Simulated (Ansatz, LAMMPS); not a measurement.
# Amorphous 29ZrO2-71SiO2 (mol %) (84 atoms), relaxed: mesh and functional compared

What does this cell relax to, and how do the Kohn-Sham gap, forces and pressure change with k-mesh and functional?

Calculated with Ansatz 0.2.0: Kohn-Sham DFT, PBE, PAW (set soft_2), plane waves; cutoff 420 eV, Γ point, fermi-dirac smearing of 0.025 eV.

**The cell**

Density at the start: 2.97 g/cm³. The cell holds 84 atoms: 8 Zr, 20 Si and 56 O. Its edges and angles: a = 10.691 Å, b = 10.691 Å, c = 10.691 Å, α = 90.0°, β = 90.0°, γ = 90.0°. 84 atoms (8 Zr, 20 Si, 56 O) placed at random at 2.97 g/cm³, melted at 5000 K for 10 ps at fixed volume with the Morse and Coulomb pair potential with partial charges (Pedone, Malavasi, Menziani, Cormack and Segre, J. Phys. Chem. B 110, 11780 (2006)). Quenched from 5000 K to 300 K at 50 K/ps and fixed volume, held 5 ps, then minimised at fixed cell.

Cell and atoms were relaxed with PBE. The walk converged after 13 steps, with a largest force component of 0.0298 eV/Å; it began at an r.m.s. force component of 0.93 eV/Å. The edges went from 10.691, 10.691, 10.691 to 10.597, 10.417, 10.601 Å, and the volume from 14.545 to 13.912 Å³ an atom (-4.4 %).

The input of the reference single point:

```yaml
crystal:
  lattice:
    - [10.59653, 0.00633, 0.00457]
    - [0.00633, 10.41361, 0.2741]
    - [0.00457, 0.2741, 10.59754]
  atoms:
    - { symbol: Zr, position: [0.13651, 0.08029, 0.92244] }
    - { symbol: Zr, position: [0.14676, 0.38693, 0.40184] }
    - { symbol: Zr, position: [0.86672, 0.03433, 0.09557] }
    - { symbol: Zr, position: [0.05576, 0.63646, 0.21737] }
    [... 78 atom lines left out ...]
    - { symbol: O, position: [0.77719, 0.36775, 0.17645] }
    - { symbol: O, position: [0.32834, 0.42464, 0.40594] }
kpoints:
  mp_grid: { grid: [1, 1, 1] }
hamiltonian:
  xc: pbe
scf:
  occupations: { method: fermi_dirac, width: 0.025 }
output:
  forces: true
  stress: true
  populations: true
  dos:
    method: { smearing: { sigma: 0.08 } }
    de: 0.05
    projected: { site_lists: { O: [O], Si: [Si], Zr: [Zr] } }
  eigenvalues: true
  write_density: true
  write_potential: true
  volumetric_format: npy
```

**Bonds after relaxation**

Bonds by pair of elements; cutoffs follow the first minimum of g(r), held within bounds set by covalent radii, and pairs that aren't listed don't count as bonded:

```csv
pair A-B,cutoff (Å),bonds,mean length (Å),spread (Å),shortest (Å),B about A,A about B
O-Si,2.08,80,1.64,0.026,1.60,1.43,4
O-Zr,2.82,44,2.13,0.171,1.96,0.786,5.5
```

How many atoms have how many bonded neighbours:

```csv
element,mean,2,3,4,5,6,7
O,2.21,44,12,0,0,0,0
Si,4,0,0,20,0,0,0
Zr,5.5,0,0,0,5,2,1
```

**Levels of theory**

Single points at the relaxed geometry:

| functional | k-mesh | Kohn-Sham gap (eV) | pressure (GPa) | r.m.s. force component (eV/Å) | SCF cycles | time |
| --- | --- | --- | --- | --- | --- | --- |
| PBE | 1×1×1 | 4.079 | -0.01 | 0.008 | 10 | 8 s |
| PBE | 2×2×2 | 4.064 | 0.00 | 0.010 | 10 | 70 s |
| HSE06 | 1×1×1 | 5.755 | -4.98 | 0.186 | 20 | 2.3 min |
| r2SCAN | 1×1×1 | 4.567 | -4.42 | 0.157 | 11 | 25 s |
| PBEsol | 1×1×1 | 4.034 | -3.25 | 0.068 | 11 | 9.3 s |

The gap is that between the highest filled and lowest empty Kohn-Sham level on the run's k-points. Cutoffs: 420 eV for PBE, HSE06 and PBEsol; 500 eV for r2SCAN. Times come from shared hosts and are rough.

**Findings**

By these cutoffs 79 % of O atoms have 2, 100 % of Si atoms have 4 and 62 % of Zr atoms have 5 neighbours. The Kohn-Sham gap is 4.08 eV with PBE on the 1×1×1 mesh and 4.06 eV on 2×2×2. On the 1×1×1 mesh HSE06 changes the gap by +1.68 eV against PBE. Carrying that shift over to the 2×2×2 mesh gives 4.06 + 1.68 = 5.74 eV, an estimate that takes the shift to be alike at all k-points. On the reference's mesh the gap changes with r2SCAN by +0.49 eV and PBEsol by -0.05 eV. Against the reference the pressure changes with HSE06 by -5.0 GPa, r2SCAN by -4.4 GPa and PBEsol by -3.2 GPa; a negative change means that the functional would take a smaller volume. The denser mesh moves the energy by -0.5 meV/atom and the pressure by +0.00 GPa.

Limits: All single points share the geometry relaxed with PBE. The volume changed by -4.4 % on relaxing; in so small a cell, on this mesh and at this cutoff, the relaxed density is rough. One sample; tail or defect levels can set the gap of a disordered cell. The quench rate of 50 K/ps is many orders above laboratory rates, so the cell is likely richer in defects and strain than a real sample. The network of bonds at the start is that of the classical potential that made the cell, and needn't be the one that DFT or experiment would give.

[Long decimals in the printed logs are rounded to 6 places.]

[Logs are printed without paths, hosts, clocks, repeated set-up lines and the standing remarks that a program may print on its own settings, such as how far it seeks lower states.]

[Hosts, paths, dates, database ids (printed as entryN), source tags and the programs' standing remarks are cut or masked in the printed files.]

[Runs of further levels or settings that didn't converge aren't in the tables.]
